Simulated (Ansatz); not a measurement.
# WSeS monolayer, Janus: from the cell to its phonons, part 2 of 2

Aim: the phonons of WSeS monolayer, Janus at a cell relaxed beforehand at this level. After the zone centre comes a 6×6×1 q mesh on a 12×12×1 k mesh.

Ansatz 0.2.0; DFT PBEsol, scalar-relativistic, plane waves, PAW.

So far. Step 2 (Zone-centre response): Before it was imposed, the acoustic sum rule was missed by 3.0e-4 eV/Å² and the charge sum rule by 0.0010 e. Small misses are needed for a sound result but don't prove that mesh and cutoff are converged. The lowest optical mode is real, 203 cm⁻¹.

### Step 3. Phonons on a q mesh

Stability and thermal properties need the whole zone. Linear response on a 6×6×1 q mesh gives force constants as far as a supercell of that size would, and the tensors from the zone-centre run are typed in so that the long-range dipole term is interpolated apart.

input.yaml

```yaml
crystal:
  lattice:
    - [3.2069649375, 0.0, 0.0]
    - [-1.6034824687, 2.7773131049, 0.0]
    - [0.0, 0.0, 30.4]
  atoms:
    - { symbol: W, position: [0.3333333333, 0.6666666667, 0.3297467033] }
    - { symbol: S, position: [0.6666666667, 0.3333333333, 0.3801864955] }
    - { symbol: Se, position: [0.6666666667, 0.3333333333, 0.2736194327] }
  periodic: [true, true, false]
kpoints:
  mp_grid: { grid: [12, 12, 1] }
hamiltonian:
  xc: pbesol
scf:
  occupations: { method: fixed }
output:
  eigenvalues: true
phonons:
  method: dfpt
  qmesh: [6, 6, 1]
  temperatures: { t_max: 1000, t_step: 50 }
  qpath:
    path:
      - [0.0, 0.0, 0.0]
      - [0.5, 0.0, 0.0]
      - [0.33333333, 0.33333333, 0.0]
      - [0.0, 0.0, 0.0]
    npoints: 10
  isolated: true
  non_analytic_term:
    high_frequency_dielectric_tensor: [[3.7715, 0.0, 0.0], [0.0, 3.7715, 0.0], [0.0, 0.0, 1.1756]]
    born_effective_charges:
      - { species: W, tensor: [[-0.9921, 0.0, 0.0], [0.0, -0.9921, 0.0], [0.0, 0.0, -0.0709]] }
      - { species: S, tensor: [[0.2354, 0.0, 0.0], [0.0, 0.2354, 0.0], [0.0, 0.0, 0.0287]] }
      - { species: Se, tensor: [[0.7566, 0.0, 0.0], [0.0, 0.7566, 0.0], [0.0, 0.0, 0.0422]] }
    source: "zone-centre run at this cell"
```

Command:

```sh
$ ansatz run input.yaml --threads 8 --pin off --max-ram 14336MiB --backend cpu --events-out ev --progress --plain --runs-dir out
```

Numbers of over 12 decimals in the logs are rounded to 6 here.

Log:

```text
Warning: phonons: the dynamical matrix that this run interpolates holds no multipole term above the dipole-dipole one, and a site of this crystal is no centre of inversion, so its interpolated transverse optical and acoustic branches and sound speeds can stay off near Gamma, and the density of states and the thermodynamics with them. What a run solves at a wave vector of phonons.qpoints, Gamma apart, where the deck admits one, is free of this, and under fd what a larger phonons.supercell samples
[...]
Crystal: 3 atoms, lattice volume = 270.765 Å³
Basis set: ecut = 420 eV, 5357 PW (Γ), exchange–correlation on 48×48×432 points (8 copies of the dense FFT grid, shifted against one another)
Bands: 22, of which v1, the nominal top of the filled ones, is band 18 counted from 1 (17 counted from 0)
Symmetry: 6 space group operations
k-points: 19 of 144 (time reversal used)
[...]
SCF iter   1: F=—  HF=-16567.876929 eV  |F-HF|=—  |Δ(HF+E_count)|=         —  Δρ=3.85e-3  dr2=2.21e-1  ethr=1.77e-3  ⟨swp⟩=7.2  Hψ=2282  notcnv=0  defer=35
[...]
SCF iter  13: F=-16567.862706 eV  HF=-16567.862706 eV  |F-HF|=7.28e-12  |Δ(HF+E_count)|=  6.91e-11  Δρ=2.45e-8  dr2=6.45e-12  ethr=1.00e-12  ⟨swp⟩=8.7  Hψ=2174  notcnv=0
SCF 1 converged in 13 iterations: F = -16567.862706 eV  dr2 = 6.45e-12
[...]
NSCF: frozen V_eff on 19 k-points
[...]
DFPT response loops at q = (0, 0, 0) (fractional): preconditioner auto → none (the input reference at scf.mixing.eps_inf says where Resta's filter doesn't serve); β = 0.50; Broyden in place of MSR1
[...]
SCF converged after 13 iterations
Free energy (F): -16567.862706 eV
[...]
Internal energy: -16567.862706 eV  (E = F + TS)
E sigma→0 (E₀):  -16567.862706 eV
Fermi energy:    -5.462489 eV
[...]
--- Band table (eV; the first three rows and the last of 19) ---
  k-point 0: bands = [... 14 lower, -7.7592, -6.6845, -6.6845, -5.6004, -2.4203, -2.4203, -2.1487, -2.1487]
  k-point 1: bands = [... 14 lower, -7.9164, -6.8435, -6.7032, -5.6342, -2.6201, -2.5380, -2.3498, -2.1473]
  k-point 2: bands = [... 14 lower, -7.9040, -7.1193, -6.8643, -5.8524, -3.2179, -2.6073, -2.6035, -1.7216]
  k-point 18: bands = [... 14 lower, -9.2675, -8.7818, -7.8099, -5.4625, -3.6314, -2.3716, -1.5501, 0.0003]
--- Phonons (Γ-DFPT): 6 representative perturbations + reference (Σ response iterations 30) ---
  ASR residual: 8.208e-5 → 0.000e0 eV/Å²; symmetrization residual: 1.697e-5 eV/Å²
  ASR residual per site (eV/Å²): 8.21e-5 2.87e-5 2.85e-5
  Γ frequencies (cm⁻¹): 0.00 0.00 0.00 202.57 202.57 280.62 331.02 331.02 418.85
--- Phonons (arbitrary-q DFPT): 7 irreducible q on the 6×6×1 mesh ---
  q = [0.0000, 0.0000, 0.0000] (star 1, of the zone-centre solve; hermiticity 1.09e-6, symmetrization 2.73e-11): 0.00 0.00 0.00 202.57 202.57 280.62 331.02 331.02 418.85
  q = [0.0000, 0.1667, 0.0000] (star 6, 9 solved perturbations on 78 of 144 k-point pairs; hermiticity 4.36e-7, symmetrization 6.19e-10): 35.56 61.14 93.44 207.84 218.70 272.54 330.58 337.67 403.37
[...]
q = [0.1667, 0.1667, 0.0000] (star 6, 6 solved perturbations in 666 linear systems a pass and spin channel, the states on 144 of 144 k-point pairs; hermiticity 2.87e-7, symmetrization 7.80e-11): 80.09 103.72 129.27 218.14 229.00 262.32 331.23 344.72 383.95
[...]
sum rule: each row above includes the acoustic sum rule's correction from the zone centre's row sums; it moved no ω² by more than (0.49 cm⁻¹)²
  mesh force constants: q→R imaginary residual 8.36e-19; ASR residual 8.208e-5 → 0.000e0 eV/Å²; symmetrization residual 2.487e-14 eV/Å²
  interpolated dispersion: 31 rows × 9 modes
  density of states and harmonic sums: on the 24×24×1 q-mesh, interpolated from the force constants of a 6×6×1 supercell (with the dipole–dipole term of supplied tensors)
  largest difference from the sums on the solved wave vectors: F 2.79e-2 eV, S 3.47e-5 and C_V 6.73e-6 eV/K
  zero-point energy: 0.129960 eV/cell   skipped modes (ω ≤ 0): 3   left out of the sums: 5.79e-4 of the cell's modes: C_V's classical limit lies that fraction below 3 k_B per atom; for a crystal, a wire or a layer, F and S can be off by more, and a phonons.interpolated_qmesh denser along its periods is the remedy for the sampling
```

Elapsed: 8.4 min, on 8 threads of Arm Neoverse V1, shared host; peak memory 2.4 GiB.

Numbers from this step:

```
sum-rule residual before enforcement                       : 8.21e-5 eV/Å²
lowest frequency on the path                               : 0 cm⁻¹
highest frequency on the path or at a solved wavevector    : 418.9 cm⁻¹
mean frequency                                             : 233 cm⁻¹
lowest mode on the q mesh (acoustic modes at Γ apart)      : 35.56 cm⁻¹
zero-point energy per atom                                 : 43.32 meV
heat capacity at 300 K                                     : 22.15 J/(mol atoms K)
vibrational entropy at 300 K                               : 27.08 J/(mol atoms K)
edges of the widest gap between branches, on path and mesh : 280.6, 327.6 cm⁻¹
```

Frequencies (cm⁻¹) solved at each irreducible wavevector; negative means imaginary. Frequencies by wavevector, by row:

```
q in reciprocal lattice units  star  mode 1  mode 2  mode 3  mode 4  mode 5  mode 6  mode 7  mode 8  mode 9
                        0 0 0     1       0       0       0   202.6   202.6   280.6     331     331   418.9
                   0 0.1667 0     6    35.6    61.1    93.4   207.8   218.7   272.5   330.6   337.7   403.4
                   0 0.3333 0     6    97.8   100.3   143.8     216   233.4   260.4   328.4   349.5   379.6
                     0 -0.5 0     3   111.1   129.9   150.6   219.4   236.3   254.8   327.6   356.3   371.7
              0.1667 0.1667 0     6    80.1   103.7   129.3   218.1     229   262.3   331.2   344.7   383.9
              0.1667 0.3333 0    12   120.7   126.9   144.2     228   235.9   250.4     334   352.5   367.4
              0.3333 0.3333 0     2   120.7   133.2   157.5   232.4   239.2   243.8   345.1   348.4   358.1
```

Interpolated from a 6×6×1 q mesh, with the LO-TO term (at Γ the limit along the path; where Γ stands inside the path, tables give the limit on arrival). Phonon branches along the path, in cm⁻¹:

| point | branch 1 | branch 2 | branch 3 | branch 4 | branch 5 | branch 6 | branch 7 | branch 8 | branch 9 |
| --- | --- | --- | --- | --- | --- | --- | --- | --- | --- |
| Γ | 0 | 0 | 0 | 203 | 203 | 281 | 331 | 331 | 419 |
| halfway | 68 | 84 | 126 | 212 | 228 | 266 | 330 | 343 | 390 |
| M | 111 | 130 | 151 | 219 | 236 | 255 | 328 | 356 | 372 |
| halfway | 125 | 129 | 147 | 228 | 238 | 249 | 334 | 354 | 365 |
| K | 121 | 133 | 158 | 232 | 239 | 244 | 345 | 348 | 358 |
| halfway | 80 | 104 | 129 | 218 | 229 | 262 | 331 | 345 | 384 |
| Γ | 0 | 0 | 0 | 203 | 203 | 281 | 331 | 331 | 419 |

The phonon branches as a text plot (rows in cm⁻¹):

```
    410 |*******                                         ********
    393 |       ****                                  ***
    375 |           ***************            *******
    358 |             ****************************
    340 | ************            ******************************
    323 |*************************                  *************
    305 |
    288 |***                                                 ****
    271 |   **********                              *********
    253 |             ***************        *******
    236 |         ************************************
    218 |   ***********************               ***********
    201 |*******                                         ********
    183 |
    166 |                                **
    148 |             *******************  ****
    131 |         ****    ****************************
    113 |       **      **********      *****  *****  ***
     96 |           ****                          ****   **
     79 |     ********                              *****
     61 |   ****  **                                  *******
     44 |   **  **                                       ****
     26 | **  **                                           *****
      9 |*****                                               ****
         Γ                   M           K                      Γ
```

The phonon density of states has structure finer than the step of the table below, so its rows give means over 20 cm⁻¹, whole bins alone (the curve runs from 2.5 to 418 cm⁻¹). Peaks (cm⁻¹: height): 122.5: 0.0645, 147.5: 0.0584, 232.5: 0.084, 252.5: 0.0456, 332.5: 0.115, 352.5: 0.0829, 372.5: 0.0439.

Tetrahedra on a 24×24×1 mesh, mean over bins of 5 cm-1. Interpolated from a 6×6×1 q mesh. Table of phonon density of states by wavenumber; means over each step:

wavenumber (cm⁻¹), phonon density of states (1/cm⁻¹/cell) and a bar:
```
       20      0.004 ##
       40      0.006 ###
       60      0.009 #####
       80      0.014 #######
      100      0.024 ############
      120      0.049 #########################
      140      0.035 #################
      160      0.008 ####
      180      0.000 
      200      0.009 #####
      220      0.051 ##########################
      240      0.050 #########################
      260      0.032 ################
      280      0.007 ####
      300      0.000 
      320      0.018 #########
      340      0.060 ##############################
      360      0.037 ###################
      380      0.023 ############
      400      0.009 ####
```

The partial phonon density of states has structure finer than the step of the table below, so its rows give means over 10 cm⁻¹, whole bins alone (the curve runs from -10 to 441 cm⁻¹). Peaks (cm⁻¹: height): S 330.7: 0.0809, 350.6: 0.0585, 370.4: 0.0328; Se 126.3: 0.0153, 234.2: 0.0617, 254.0: 0.0294; W 126.3: 0.0389, 146.2: 0.0301, 231.3: 0.0151, 254.0: 0.0122, 330.7: 0.0176.

Phonopy on the run's constants, 21x21x1 mesh, Gaussian sigma 3.2 cm-1. Interpolated from a 6×6×1 q mesh. Table of partial phonon density of states by wavenumber; means over each step; values in 1/cm⁻¹/cell:

```csv
wavenumber (cm⁻¹),S,Se,W
0,2.0e-4,4.9e-4,0.00111
10,3.1e-4,7.8e-4,0.00171
20,4.8e-4,0.00120,0.00260
30,6.2e-4,0.00156,0.00335
40,6.2e-4,0.00159,0.00328
50,9.8e-4,0.00259,0.00538
60,9.0e-4,0.00246,0.00498
70,0.00115,0.00327,0.00659
80,0.00138,0.00414,0.00816
90,0.00160,0.00518,0.0102
100,0.00197,0.00699,0.0134
110,0.00284,0.0112,0.0215
120,0.00324,0.0137,0.0317
130,0.00308,0.0126,0.0320
140,0.00173,0.00787,0.0208
150,0.00189,0.00871,0.0221
160,2.2e-4,0.00129,0.00235
170,1.0e-6,9.0e-6,1.4e-5
180,0,0,0
190,7.3e-6,3.8e-5,8.8e-6
200,8.5e-4,0.00487,0.00122
210,0.00324,0.0209,0.00627
220,0.00423,0.0353,0.0125
230,0.00414,0.0523,0.0143
240,0.00250,0.0340,0.0103
250,0.00139,0.0227,0.00933
260,0.00179,0.0234,0.00889
270,0.00150,0.0132,0.00388
280,5.4e-4,0.00497,0.00138
290,1.6e-5,1.5e-4,4.0e-5
300,0,0,0
310,2.0e-6,0,6.5e-7
320,0.00490,5.1e-5,0.00103
330,0.0612,7.8e-4,0.0131
340,0.0402,5.2e-4,0.00757
350,0.0499,2.0e-4,0.00558
360,0.0268,3.3e-4,0.00261
370,0.0292,5.8e-4,0.00368
380,0.0189,2.4e-4,0.00261
390,0.0105,4.9e-5,0.00166
400,0.00737,1.3e-5,0.00130
410,0.00546,1.0e-5,0.00105
420,0.00198,5.1e-6,4.0e-4
430,2.7e-5,0,4.4e-6
```

Harmonic thermodynamic functions per atom, from the density of states. Interpolated from a 6×6×1 q mesh. Thermodynamic functions, by row:

```csv
T (K),F_vib (meV/atom),S (J/mol-atom/K),C_V (J/mol-atom/K)
0,43.32,0,0
100,40.3,7.727,11.51
200,26.48,18.6,19.4
300,2.6,27.08,22.15
400,-28.99,33.63,23.29
500,-66.66,38.89,23.86
600,-109.3,43.27,24.18
700,-156.2,47.02,24.37
800,-206.6,50.28,24.5
900,-260.2,53.17,24.59
1000,-316.7,55.77,24.65
```

Symmetry leaves 7 wavevectors to solve. The lowest mode among them, the acoustic zeros apart, lies at q = (0, 0.167, 0) and is real, 35.6 cm⁻¹.

### Step 4. Isotope substitution, element S, natural mass 32.06 amu

An isotope changes the mass and not the force constants, so no new electronic calculation is needed; the shifts show which modes move this element.

The same force constants with the mass of S changed from 32.060 to 33.968 u (phonopy, no LO-TO term). Both lists are sorted by frequency; levels can cross, so a row need not hold one and the same mode. Modes under 3 cm⁻¹ are left out. Isotope shifts, by row:

```
         q  rank  natural mass (cm⁻¹)  changed mass (cm⁻¹)
     0 0 0     4                202.6                201.8
     0 0 0     5                202.6                201.8
     0 0 0     6                280.6                280.1
     0 0 0     7                  331                323.9
     0 0 0     8                  331                323.9
     0 0 0     9                418.9                  409
0 0.1667 0     1                35.56                35.44
0 0.1667 0     2                61.14                60.96
0 0.1667 0     3                93.44                 93.2
0 0.1667 0     4                207.8                207.1
0 0.1667 0     5                218.7                218.1
0 0.1667 0     6                272.5                271.8
0 0.1667 0     7                330.6                323.3
0 0.1667 0     8                337.7                330.2
0 0.1667 0     9                403.4                393.7
0 0.3333 0     1                97.85                97.57
0 0.3333 0     2                100.3                100.1
0 0.3333 0     3                143.8                143.6
0 0.3333 0     4                  216                215.4
0 0.3333 0     5                233.4                  233
0 0.3333 0     6                260.4                259.9
0 0.3333 0     7                328.4                320.8
0 0.3333 0     8                349.5                340.7
0 0.3333 0     9                379.6                370.3
  0 -0.5 0     1                111.1                110.8
  0 -0.5 0     2                129.9                129.6
  0 -0.5 0     3                150.6                150.4
  0 -0.5 0     4                219.4                218.9
  0 -0.5 0     5                236.3                235.9
  0 -0.5 0     6                254.8                254.6
  0 -0.5 0     7                327.6                319.9
  0 -0.5 0     8                356.3                346.8
  0 -0.5 0     9                371.7                362.6
```

A mode of this element alone would shift by -2.85 %. The highest zone-centre frequency without the field goes from 418.9 to 409.0 cm⁻¹ (-2.3 %). The product of the frequency ratios over all optical modes at Γ is 0.926; the product rule, (m/m′)^(3k/2) (M′/M)^(3/2) with k = 1 such atoms and M the mass of the cell, gives 0.926.

### Step 5. Another isotope, element Se, natural mass 78.971 amu

The same for Se, from 78.97 to 81.92 u.

A mode of this element alone would shift by -1.81 %. The highest zone-centre frequency without the field goes from 418.9 to 418.8 cm⁻¹ (-0.0 %). The product of the frequency ratios over all optical modes at Γ is 0.961; the product rule, (m/m′)^(3k/2) (M′/M)^(3/2) with k = 1 such atoms and M the mass of the cell, gives 0.961.

### Step 6. Another isotope, element W, natural mass 183.84 amu

The same for W, from 183.84 to 185.95 u.

A mode of this element alone would shift by -0.57 %. The highest zone-centre frequency without the field goes from 418.9 to 418.4 cm⁻¹ (-0.1 %). The product of the frequency ratios over all optical modes at Γ is 0.994; the product rule, (m/m′)^(3k/2) (M′/M)^(3/2) with k = 1 such atoms and M the mass of the cell, gives 0.994.

### Step 7. Results

* space group (within 0.01 Å): P3m1
* area per atom: 2.97 Å²
* gap on the k-mesh: 1.83 eV
* highest optical mode at the zone centre (no LO-TO term): 419 cm⁻¹
* lowest optical zone-centre mode: 203 cm⁻¹
* largest Born charge (third of the trace): -0.685 e
* lowest mode on the q mesh (acoustic modes at Γ apart): 35.6 cm⁻¹
* highest frequency on the path or at a solved wavevector: 419 cm⁻¹
* zero-point energy per atom: 43.3 meV
* heat capacity at 300 K: 22.1 J/(mol atoms K)
* vibrational entropy at 300 K: 27.1 J/(mol atoms K)
* imaginary modes on the 6×6×1 q mesh: none

In words: The structure is a minimum as far as tested: no mode is imaginary at the 7 irreducible wavevectors of the 6×6×1 mesh, and the softest away from the acoustic zeros lies at 36 cm⁻¹. Without the field, the optical modes at Γ span 203 to 419 cm⁻¹. The highest mode in this list at Γ, 418.9 cm⁻¹, is mostly motion of S (83 % of the kinetic energy). The strongest infrared line is at 203 cm⁻¹. Averaged over orientations, the strongest Raman line at 532 nm and 300 K is at 281 cm⁻¹. The tensors are the static, non-resonant ones, while 532 nm light (2.33 eV) lies above the computed gap. On the path and the mesh, the widest gap between branches runs from 281 to 328 cm⁻¹. In a sheet or slab the interpolated bending branch near Γ is rough, since the rotational sum rule isn't imposed. Dielectric tensors refer to the cell with its vacuum. The program warns that the interpolation holds no quadrupole term, so branches close to Γ can be off in this crystal. Spin-orbit coupling is left out, which can matter for the heavy elements here. The starting cell was built on a prototype and not taken from a measurement. These are harmonic frequencies at zero temperature: anharmonic shifts, linewidths and thermal expansion are left out.

[Logs are printed without paths, hosts, clocks, repeated set-up lines and the standing remarks that a program may print on its own settings, such as how far it seeks lower states.]

[Hosts, paths, dates, database ids (printed as entryN), source tags and the programs' standing remarks are cut or masked in the printed files.]
